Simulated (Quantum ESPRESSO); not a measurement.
# Dipole at the next field: H-SiSi-F chair, 1 layer

How the rows were computed: Quantum ESPRESSO 7.5, PBE, GBRV ultrasoft; sawtooth field along the normal with dipole correction, ions clamped, threshold 1e-9 Ry; cell area 13.328 Å².

| field (V/Å) | dipole (e Å a cell) |
| --- | --- |
| 0 | 0.14430 |
| 0.1 | 0.16991 |
| 0.2 | 0.19545 |

**Question.** What is the dipole at 0.3 V/Å, and what electrostatic thickness 4πα/A follows from the rows?

**Fit.** The slope is (0.19545 − (0.14430))/0.2 = 0.2557 e Å²/V, so 4πα/A = 180.95 × 0.2557/13.328 = 3.47 Å. Linear response gives p = 0.14430 + 0.2557 × (0.3) = 0.22102 e Å; a parabola through the three rows gives 0.22092.

**The withheld run.** p = 0.22096 e Å. The line misses by 0.1 % of the induced dipole and the parabola by 0.1 %. The response is linear over this range.

Caveats: Electrons alone respond; local and semilocal functionals tend to overscreen.
